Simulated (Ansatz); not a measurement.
# Al2O3 (Corundum): converging the G0W0 gap

Wanted: a G0W0 gap for Al2O3 (Corundum) that is converged in bands and cutoff, or an estimate of the limit.

Calculated with Ansatz 0.2.0; G0W0 on PBE, plane waves, PAW.

### 1. The structure

Symmetry: R-3c, No. 167, trigonal system. The conventional cell has a = 4.760 Å, b = 4.760 Å, c = 12.996 Å, α = 90.00°, β = 90.00°, γ = 120.00°. Al has 6 O at 1.85 to 1.97 Å nearest. Nearest to O lie 4 Al at 1.85 to 1.97 Å. Farther neighbours and most contacts between anions are not listed.

Coordinates:

```cif
data_structure
_symmetry_space_group_name_H-M 'R-3c:H'
_symmetry_Int_Tables_number 167
_cell_length_a 4.7605
_cell_length_b 4.7605
_cell_length_c 12.9956
_cell_angle_alpha 90.000
_cell_angle_beta 90.000
_cell_angle_gamma 120.000
_cell_volume 255.05
loop_
_atom_site_label
_atom_site_type_symbol
_atom_site_symmetry_multiplicity
_atom_site_Wyckoff_symbol
_atom_site_fract_x
_atom_site_fract_y
_atom_site_fract_z
_atom_site_occupancy
Al1 Al 12 c 0.33333 0.66667 0.01883 1
O1 O 18 e 0.30668 0.00000 0.25000 1
```

The cell and positions come from the Crystallography Open Database and are kept as given unless a step says otherwise.

### 2. 222 empty bands, screening to 110 eV

G0W0 replaces the xc potential by the self-energy, built once from these orbitals. Only a window of levels is corrected, while the sums run over the empty bands that the input names. This step takes hard PAW files.

Contents of input.yaml:

```yaml
crystal:
  lattice:
    - [2.38025, 1.3742379782, 4.3318666667]
    - [-2.38025, 1.3742379782, 4.3318666667]
    - [0.0, -2.7484759565, 4.3318666667]
  atoms:
    - { symbol: Al, position: [0.35216, 0.35216, 0.35216] }
    - { symbol: Al, position: [0.14784, 0.14784, 0.14784] }
    - { symbol: Al, position: [0.64784, 0.64784, 0.64784] }
    - { symbol: Al, position: [0.85216, 0.85216, 0.85216] }
    - { symbol: O, position: [0.55668, 0.94332, 0.25] }
    - { symbol: O, position: [0.25, 0.55668, 0.94332] }
    - { symbol: O, position: [0.94332, 0.25, 0.55668] }
    - { symbol: O, position: [0.44332, 0.05668, 0.75] }
    - { symbol: O, position: [0.75, 0.44332, 0.05668] }
    - { symbol: O, position: [0.05668, 0.75, 0.44332] }
kpoints:
  mp_grid: { grid: [4, 4, 4] }
hamiltonian:
  xc: pbe
  pseudopotentials: { kind: paw, source: ansatz }
scf:
  occupations: { method: fixed }
gw:
  n_empty_bands: 222
  ecut_chi: 110.0
  qp_bands: [v3, c3]
  qp_kpoints: band_edges
  screening: { model: contour_deformation }
```

Launch:

```sh
$ ansatz run input.yaml --threads 4 --pin off --max-ram 138240MiB --backend cuda --events-out ev --progress --plain --runs-dir out --devices 1 --max-vram 26GiB
```

Numbers of over 12 decimals in the logs are rounded to 6 here.

Output:

```text
GPUs: using 1 of 1 available (devices: 1).
Engine: ansatz 0.2.0, x86_64-unknown-linux-gnu
Pseudopotentials: kind: paw
Pseudopotential: Al, paw, valence charge 11, recommended cutoff 900 eV (normal), Al.paw.azcp
Pseudopotential: O, paw, valence charge 6, recommended cutoff 930 eV (normal), O.paw.azcp
Functional definition: PBE
  parameter kappa = 0.804
  parameter beta = 0.066725
  exchange = pbe_x(kappa = kappa, mu = beta*pi^2/3)
  correlation = pbe_c(beta = beta)
device memory: the entry about to start is reckoned to put 5.6 GiB on a device that reports 51.8 GiB free (of which the cap on the GPU budget leaves the run 26.0 GiB)
GPU FFT provider: cuFFT
GPU libraries: cuBLAS 13.8.2, cuFFT 12.4.0, cuSOLVER 12.3.4
Crystal: 10 atoms, lattice volume = 85.018 Å³
Basis set: ecut = 930 eV, 5487 PW (Γ)
Bands: 50, of which v1, the nominal top of the filled ones, is band 40 counted from 1 (39 counted from 0)
Symmetry: 12 space group operations
Space group: R-3c (ITA 167), of the structure as read, at distance tolerance 4.4e-5 Å
k-points: 13 of 64
Non-local potential: Al, projectors of the file, l = 0: 2, l = 1: 2, l = 2: 1
Non-local potential: O, projectors of the file, l = 0: 2, l = 1: 2, l = 2: 1
PAW form: soft (Blöchl's): semilocal exchange-correlation on the pseudo side does not see the compensation charge
PAW one-centre angular grid: Al, 110 points (default); XC on 64 Gauss nodes
PAW one-centre angular grid: O, 110 points (default); XC on 64 Gauss nodes
Initial density: superposition of atomic densities (chi_scale 0.1, normalization cell, long waves kept (reshape's long-wave potential 0.01 eV rms))
Initial wavefunctions: pseudopotential atomic-orbital guess
GPU buffer pool allocated for 216000 grid points (all kernels)
GPU transforms: local potential and band sums: pruned to the plane-wave sphere, on 54×54×54
Functional: x = pbe(κ = 0.804, μ = 0.219515), c = pbe(β = 0.066725)
SCF iter   1: F=—  HF=-13145.302345 eV  |F-HF|=—  |Δ(HF+E_count)|=         —  Δρ=9.79e-2  dr2=5.32e0  ethr=3.10e-3  ⟨swp⟩=5.2  Hψ=2477  notcnv=0  defer=83
preconditioner: auto → Resta (q_TF=auto, 2.701 Å⁻¹)  ε∞=3.5  [insulator: Δε(μ)=6.378 eV  Ē_g=17.825 eV  n_scr=26 (ndim 8)  ℏωp=27.9 eV  f_vac=0.000  ε∞_Penn≈3.5]
SCF iter   2: F=—  HF=-13143.998133 eV  |F-HF|=—  |Δ(HF+E_count)|=    1.30e0  Δρ=4.60e-2  dr2=1.05e0  ethr=3.10e-3  ⟨swp⟩=2.0  Hψ=1096  notcnv=0  defer=90
SCF iter   3: F=—  HF=-13143.876524 eV  |F-HF|=—  |Δ(HF+E_count)|=   1.22e-1  Δρ=1.43e-2  dr2=1.52e-1  ethr=1.31e-3  ⟨swp⟩=3.3  Hψ=1121  notcnv=0  defer=100
SCF iter   4: F=—  HF=-13143.874896 eV  |F-HF|=—  |Δ(HF+E_count)|=   1.63e-3  Δρ=2.48e-3  dr2=4.32e-3  ethr=1.90e-4  ⟨swp⟩=2.1  Hψ=886  notcnv=0  defer=103
SCF iter   5: F=—  HF=-13143.877827 eV  |F-HF|=—  |Δ(HF+E_count)|=   2.93e-3  Δρ=9.38e-4  dr2=4.42e-4  ethr=5.40e-6  ⟨swp⟩=2.6  Hψ=915  notcnv=0  defer=104
SCF iter   6: F=—  HF=-13143.878458 eV  |F-HF|=—  |Δ(HF+E_count)|=   6.31e-4  Δρ=1.05e-4  dr2=6.50e-6  ethr=5.52e-7  ⟨swp⟩=2.0  Hψ=940  notcnv=0  defer=104
SCF iter   7: F=—  HF=-13143.878472 eV  |F-HF|=—  |Δ(HF+E_count)|=   1.39e-5  Δρ=1.63e-5  dr2=1.50e-7  ethr=8.12e-9  ⟨swp⟩=2.0  Hψ=962  notcnv=0  defer=100
SCF iter   8: F=-13143.878472 eV  HF=-13143.878472 eV  |F-HF|=5.80e-9  |Δ(HF+E_count)|=   1.85e-7  Δρ=3.73e-6  dr2=7.86e-9  ethr=1.25e-10  ⟨swp⟩=14.9  Hψ=3295  notcnv=0
SCF 1 converged in 8 iterations: F = -13143.878472 eV  dr2 = 7.86e-9
  greatest PAW one-centre occupation: 0.988 electrons in one spin orbital (limit 2), on the Al atom at site 2 (counted from 0), in its partial waves of l = 0
device memory: the entry about to start is reckoned to put 7.1 GiB (of the 7.2 GiB reckoned in all, the device holds 0.1 GiB already) on a device that reports 51.1 GiB free (of which the cap on the GPU budget leaves the run 25.9 GiB)
NSCF: frozen V_eff on 13 k-points
the band table was solved once the SCF had ended and its energy, with any forces and stress, was formed, with the checks that follow a solve (2651 applications of the Hamiltonian). They found nothing against the state; the energy, forces and stress were not computed again (output.eigenvalues in the input reference)
device memory: the entry about to start is reckoned to put 6.1 GiB on a device that reports 50.8 GiB free (of which the cap on the GPU budget leaves the run 26.0 GiB)
NSCF: frozen V_eff on 13 k-points
G₀W₀ screening: q 1/13
[... further progress lines ...]
device memory: the entry about to start is reckoned to put 1.4 GiB on a device that reports 43.7 GiB free (of which the cap on the GPU budget leaves the run 26.0 GiB)
NSCF: frozen V_eff on 1 k-points
device memory: the entry about to start is reckoned to put 1.4 GiB on a device that reports 43.8 GiB free (of which the cap on the GPU budget leaves the run 26.0 GiB)
NSCF: frozen V_eff on 1 k-points
device memory: the entry about to start is reckoned to put 1.4 GiB on a device that reports 43.8 GiB free (of which the cap on the GPU budget leaves the run 26.0 GiB)
NSCF: frozen V_eff on 1 k-points
SCF converged after 8 iterations
Free energy (F): -13143.878472 eV
Harris-Foulkes:  -13143.878472 eV  (|F-HF|=5.80e-9)
Internal energy: -13143.878472 eV  (E = F + TS)
E sigma→0 (E₀):  -13143.878472 eV
Fermi energy:    9.338907 eV
--- Per-component energies (eV) ---
  E_band       = -1845.688743
  E_kinetic    = 2486.149840
  E_local      = -11272.539817  (includes V_loc(G=0)·N_el)
  E_nonlocal   = 1864.859655
  E_hartree    = 3227.934689
  E_xc         = -826.436198
  E_vxc        = -1067.442860  (∫ρ·V_xc dr)
  E_paw        = -2155.214670  (= ΣΔE_a)
  E_vpaw       = -312.585973  (= ΣTr[D̂ρ^β])
  E_aug_tail   = -0.000137  (compensation charges beyond the density's cutoff)
  E_ewald      = -6468.631834
  E_smearing   = -0.000000  (= −TS)
  E_closure    = 0.000000  (closes the sum)
  Σ components = -13143.878472   (vs F -13143.878472, Δ=0.00e0)
--- Band table (eV; the first three rows and the last of 13) ---
  k-point 0: bands = [... 36 lower, 8.8408, 9.2927, 9.2927, 9.3389, 15.5634, 18.4878, 20.0978, 20.8746, ... 6 higher]
  k-point 1: bands = [... 36 lower, 8.5732, 8.8892, 9.1833, 9.2259, 16.8169, 19.3986, 19.4877, 20.1355, ... 6 higher]
  k-point 2: bands = [... 36 lower, 8.4276, 8.4276, 9.0642, 9.0642, 18.8132, 18.8132, 18.9879, 18.9879, ... 6 higher]
  k-point 12: bands = [... 36 lower, 8.9555, 8.9555, 8.9555, 8.9555, 18.0185, 18.0185, 20.4408, 20.4408, ... 6 higher]
--- G₀W₀: contour deformation, 6 samples at zero and on the imaginary axis and 2 off it, 64 q-points, 222 empty bands' worth ---
  eigenvalues of the whole cell's RPA ε∞ on this k-mesh (on a slab, of 1 + 4πα/V) = 3.1108, 3.1538, 3.1538; static W/v taken at q = 0 is 0.318446
  gw.qp_kpoints: band_edges: 11 of 13 stored k-points solved, in 1 pass; an edge of the gap read off the rows below is read off those points alone
    valence top: of the k-points left out ik 10 came nearest to being solved in a further pass, in band 40 (counted from 1, as in the quasiparticle table): it holds the edge there only if its correction is more favourable than any solved in that band by at least 0.514 eV; those differ by 0.121 eV
    conduction bottom: of the k-points left out ik 10 came nearest to being solved in a further pass, in band 41 (counted from 1, as in the quasiparticle table): it holds the edge there only if its correction is more favourable than any solved in that band by at least 2.694 eV; those differ by 0.399 eV
    ik  band        ε_KS         Σx   Σc(E_QP)       V_xc       Z   E_QP_lin       E_QP  E_QP is
     0    38      9.2927   -27.0007     4.3986   -21.3965  0.8107     8.0776     8.0871  root
     0    39      9.2927   -27.0007     4.3986   -21.3965  0.8107     8.0776     8.0871  root
     0    40      9.3389   -26.9255     4.3420   -21.3896  0.8114     8.1357     8.1450  root
     0    41     15.5634   -11.3449    -3.9622   -16.5972  0.8532    16.8608    16.8535  root
     0    42     18.4878    -7.9010    -4.3833   -13.5212  0.8574    19.7324    19.7246  root
     0    43     20.0978    -9.9169    -4.6540   -16.3103  0.8476    21.8543    21.8371  root
     1    38      8.8892   -26.5419     4.5157   -20.7131  0.8082     7.5639     7.5761  root
     1    39      9.1833   -26.8219     4.4460   -21.1306  0.8098     7.9275     7.9380  root
     1    40      9.2259   -26.8135     4.4148   -21.1652  0.8102     7.9822     7.9924  root
     1    41     16.8169   -11.9467    -3.9862   -17.3844  0.8464    18.2783    18.2683  root
     1    42     19.3986    -9.3749    -4.5160   -15.4466  0.8511    20.9674    20.9543  root
     1    43     19.4877    -8.6466    -4.4602   -14.5277  0.8500    20.9197    20.9086  root
     2    38      8.4276   -26.1544     4.6080   -20.1321  0.8064     6.9984     7.0133  root
     2    39      9.0642   -26.6281     4.4968   -20.8403  0.8087     7.7616     7.7731  root
     2    40      9.0642   -26.6281     4.4968   -20.8403  0.8087     7.7616     7.7731  root
     2    41     18.8132   -10.5065    -4.3362   -16.3887  0.8429    20.3726    20.3593  root
     2    42     18.8132   -10.5065    -4.3362   -16.3887  0.8429    20.3726    20.3593  root
     2    43     18.9879    -9.2627    -4.4676   -15.2058  0.8522    20.4750    20.4635  root
     3    38      8.7423   -26.3697     4.5886   -20.4189  0.8068     7.3665     7.3800  root
     3    39      9.0742   -26.6895     4.4061   -21.0254  0.8103     7.8055     7.8162  root
     3    40      9.1698   -26.8410     4.4455   -21.1480  0.8098     7.9118     7.9223  root
     3    41     17.0799   -11.9291    -4.0176   -17.4258  0.8453    18.5697    18.5591  root
     3    42     19.4673    -9.4495    -4.5227   -15.5404  0.8507    21.0487    21.0354  root
     3    43     19.5100    -8.6576    -4.4437   -14.5163  0.8490    20.9362    20.9250  root
[...]
9    42     18.8522   -11.5851    -4.4004   -17.6777  0.8399    20.5606    20.5444  root
     9    43     19.1452    -7.6115    -4.3723   -13.2735  0.8540    20.4439    20.4349  root
    12    38      8.9555   -26.7568     4.4814   -20.9974  0.8092     7.6664     7.6776  root
    12    39      8.9555   -26.7568     4.4814   -20.9974  0.8092     7.6664     7.6776  root
    12    40      8.9555   -26.7568     4.4814   -20.9974  0.8092     7.6664     7.6776  root
    12    41     18.0185   -10.5057    -4.2462   -16.2076  0.8465    19.4853    19.4742  root
    12    42     18.0185   -10.5057    -4.2462   -16.2076  0.8465    19.4853    19.4742  root
    12    43     20.4408    -7.0507    -4.6120   -12.9885  0.8573    21.7763    21.7665  root
```

The job ended after 18 s (1 × NVIDIA H100 80GB HBM3 (shared by 3 runs) with 4 threads of AMD EPYC 7R13 (Zen 3), shared host; peak memory 1.6 GiB; 26 s of CPU time).

In the SCF lines HF is the Harris–Foulkes energy and dr2 the Hartree energy of the density residual, in eV; the loop may stop once dr2 is under the threshold and the program's other checks hold. Hψ counts applications of the Hamiltonian.

Numbers from this step:

```
bands summed                                 : 262
RPA ε∞ on this mesh (eigenvalues)            : 3.111, 3.154, 3.154
plane waves in the screening matrix          : 211
q-points in the mesh                         : 64
G0W0 gap on the mesh                         : 8.709 eV
k of the valence top                         : 0, 0, 0
k of the conduction bottom                   : 0, 0, 0
starting gap on the mesh                     : 6.225 eV
Z at the valence top                         : 0.8114
Z at the conduction bottom                   : 0.8532
least direct G0W0 gap on the computed points : 8.709 eV
```

The gap on the mesh goes from 6.22 eV to 8.71 eV, a correction of +2.48 eV. Between the two edge states, bare exchange in place of the xc potential would open the gap by 10.79 eV, and correlation takes back 8.30 eV.

### 3. 505 empty bands, screening to 190 eV

Another rung: the empty bands reach about as high as the screening cutoff, so the two stay in balance.

input.yaml, as its differences from that of step 2:

```diff
@@ -24,4 +24,4 @@
 gw:
-  n_empty_bands: 222
-  ecut_chi: 110.0
+  n_empty_bands: 505
+  ecut_chi: 190.0
   qp_bands: [v3, c3]
```

Output:

```text
GPUs: using 1 of 1 available (devices: 1).
[...]
GPU FFT provider: cuFFT
GPU libraries: cuBLAS 13.8.2, cuFFT 12.4.0, cuSOLVER 12.3.4
Crystal: 10 atoms, lattice volume = 85.018 Å³
Basis set: ecut = 930 eV, 5487 PW (Γ)
Bands: 50, of which v1, the nominal top of the filled ones, is band 40 counted from 1 (39 counted from 0)
Symmetry: 12 space group operations
[...]
k-points: 13 of 64
[...]
GPU buffer pool allocated for 216000 grid points (all kernels)
[...]
SCF iter   1: F=—  HF=-13145.302345 eV  |F-HF|=—  |Δ(HF+E_count)|=         —  Δρ=9.79e-2  dr2=5.32e0  ethr=3.10e-3  ⟨swp⟩=5.2  Hψ=2477  notcnv=0  defer=83
[...]
SCF iter   8: F=-13143.878472 eV  HF=-13143.878472 eV  |F-HF|=5.80e-9  |Δ(HF+E_count)|=   1.85e-7  Δρ=3.73e-6  dr2=7.86e-9  ethr=1.25e-10  ⟨swp⟩=14.9  Hψ=3295  notcnv=0
SCF 1 converged in 8 iterations: F = -13143.878472 eV  dr2 = 7.86e-9
[...]
NSCF: frozen V_eff on 13 k-points
[...]
G₀W₀ screening: q 1/13
[... further progress lines ...]
[...]
SCF converged after 8 iterations
Free energy (F): -13143.878472 eV
[...]
Internal energy: -13143.878472 eV  (E = F + TS)
E sigma→0 (E₀):  -13143.878472 eV
Fermi energy:    9.338907 eV
[...]
--- Band table (eV; the first three rows and the last of 13) ---
  k-point 0: bands = [... 36 lower, 8.8408, 9.2927, 9.2927, 9.3389, 15.5634, 18.4878, 20.0978, 20.8746, ... 6 higher]
  k-point 1: bands = [... 36 lower, 8.5732, 8.8892, 9.1833, 9.2259, 16.8169, 19.3986, 19.4877, 20.1355, ... 6 higher]
  k-point 2: bands = [... 36 lower, 8.4276, 8.4276, 9.0642, 9.0642, 18.8132, 18.8132, 18.9879, 18.9879, ... 6 higher]
  k-point 12: bands = [... 36 lower, 8.9555, 8.9555, 8.9555, 8.9555, 18.0185, 18.0185, 20.4408, 20.4408, ... 6 higher]
[...]
bands read: the sum over 545 bands ends inside a degenerate multiplet in 3 slots, whose members it reads at an even weight; the widest, k=2: bands 545 to 546 (counted from 1) at 1/2 each
[...]
0    38      9.2927   -27.0007     4.0532   -21.3965  0.8068     7.7258     7.7418  root
     0    39      9.2927   -27.0007     4.0532   -21.3965  0.8068     7.7258     7.7418  root
     0    40      9.3389   -26.9255     4.0001   -21.3896  0.8075     7.7876     7.8031  root
     0    41     15.5634   -11.3449    -4.0764   -16.5972  0.8506    16.7452    16.7393  root
     0    42     18.4878    -7.9010    -4.4880   -13.5212  0.8565    19.6262    19.6199  root
     0    43     20.0978    -9.9169    -4.8593   -16.3103  0.8466    21.6448    21.6318  root
     1    38      8.8892   -26.5419     4.1948   -20.7131  0.8044     7.2361     7.2552  root
     1    39      9.1833   -26.8219     4.1089   -21.1306  0.8059     7.5837     7.6009  root
[...]
12    40      8.9555   -26.7568     4.1475   -20.9974  0.8055     7.3257     7.3438  root
    12    41     18.0185   -10.5057    -4.4049   -16.2076  0.8444    19.3240    19.3155  root
    12    42     18.0185   -10.5057    -4.4049   -16.2076  0.8444    19.3240    19.3155  root
    12    43     20.4408    -7.0507    -4.7558   -12.9885  0.8571    21.6303    21.6227  root
```

Run time: 39 s. Hardware: 1 × NVIDIA H100 80GB HBM3 (shared by 3 runs) with 4 threads; peak memory 2.4 GiB; 67 s of CPU time.

Numbers from this step:

```yaml
bands_summed: 545
rpa_eps_infinity_on_this_mesh_eigenvalues: 3.090, 3.123, 3.123
plane_waves_in_the_screening_matrix: 507
q_points_in_the_mesh: 64
g0w0_gap_on_the_mesh: 8.936 eV
k_of_the_valence_top: 0, 0, 0
k_of_the_conduction_bottom: 0, 0, 0
starting_gap_on_the_mesh: 6.225 eV
z_at_the_valence_top: 0.8075
z_at_the_conduction_bottom: 0.8506
least_direct_g0w0_gap_on_the_computed_points: 8.936 eV
```

Against the run with 4×4×4 mesh, 222 empty bands, screening to 110 eV, hard PAW files, the gap moves by +0.23 eV.

### 4. 856 empty bands, screening to 270 eV

input.yaml, as its differences from that of step 3:

```diff
@@ -24,4 +24,4 @@
 gw:
-  n_empty_bands: 505
-  ecut_chi: 190.0
+  n_empty_bands: 856
+  ecut_chi: 270.0
   qp_bands: [v3, c3]
```

Output:

```text
GPUs: using 1 of 1 available (devices: 1).
[...]
GPU FFT provider: cuFFT
GPU libraries: cuBLAS 13.8.2, cuFFT 12.4.0, cuSOLVER 12.3.4
Crystal: 10 atoms, lattice volume = 85.018 Å³
Basis set: ecut = 930 eV, 5487 PW (Γ)
Bands: 50, of which v1, the nominal top of the filled ones, is band 40 counted from 1 (39 counted from 0)
Symmetry: 12 space group operations
[...]
k-points: 13 of 64
[...]
1    39      9.1833   -26.8219     3.9098   -21.1306  0.8043     7.3797     7.4018  root
[...]
12    40      8.9555   -26.7568     3.9515   -20.9974  0.8039     7.1246     7.1478  root
    12    41     18.0185   -10.5057    -4.5193   -16.2076  0.8436    19.2081    19.2011  root
    12    42     18.0185   -10.5057    -4.5193   -16.2076  0.8436    19.2081    19.2011  root
    12    43     20.4408    -7.0507    -4.8152   -12.9885  0.8570    21.5701    21.5633  root
[key lines of the parts left out:]
SCF converged after 8 iterations
Free energy (F): -13143.878472 eV
Fermi energy:    9.338907 eV
```

It took 69 s on 1 × NVIDIA H100 80GB HBM3 (shared by 3 runs) with 4 threads; peak memory 3.9 GiB.

This step gave:

```yaml
bands_summed: 896
rpa_eps_infinity_on_this_mesh_eigenvalues: 3.085, 3.117, 3.117
plane_waves_in_the_screening_matrix: 851
g0w0_gap_on_the_mesh: 9.028 eV
k_of_the_valence_top: 0, 0, 0
k_of_the_conduction_bottom: 0, 0, 0
starting_gap_on_the_mesh: 6.225 eV
least_direct_g0w0_gap_on_the_computed_points: 9.028 eV
```

Against the run with 4×4×4 mesh, 505 empty bands, screening to 190 eV, hard PAW files, the gap moves by +0.09 eV.

[end of part 1 of 2]

[Paths, hosts, dates, memory and timing lines, banners, echoed tables and standing remarks are left out of the program output.]

[Logs are printed without paths, hosts, clocks, repeated set-up lines and the standing remarks that a program may print on its own settings, such as how far it seeks lower states.]

[Runs of the session that timed out or met a known fault of the program may be left out.]

[Cells called generated may have been cut or substituted from an entry of the Crystallography Open Database or the Materials Project.]

[Hosts, paths, dates, database ids (printed as entryN), source tags and the programs' standing remarks are cut or masked in the printed files.]
